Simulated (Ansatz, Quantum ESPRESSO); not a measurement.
# Predicting the next point of a tunnelling series: vacuum gaps between two Pb(100) faces

**Set-up.** Quantum ESPRESSO 7.5 (pw.x, pwcond.x), LDA, GBRV ultrasoft; geometry as built. T is the transmission per spin at the Fermi level, averaged over the mesh across the current, in a cell of 12.65 Å². The series steps the width of the vacuum gap.

```tsv
width (Å)	T
3.5	0.968
4.5	0.368
5.5	0.0843
```

**Question.** What is T at 6.5 Å?

**Fit.** In the tunnelling regime ln T falls linearly. The last two rows give a slope of ln(0.368/0.0843)/(5.5 − 4.5) = 1.474 per Å, so T(6.5) ≈ 0.0843 × exp(−1.474 × 1) = 0.0193.

What the calculation gave: T = 0.015; the estimate is 1.29 times that. The slope over the last interval is 1.728: steeper than before. A second code, Ansatz 0.2.0, gives 0.0151.

Caveats: Short leads, unrelaxed atoms, a barrier without the image potential and an untested mesh.

[Logs are printed without paths, hosts, clocks, repeated set-up lines and the standing remarks that a program may print on its own settings, such as how far it seeks lower states.]
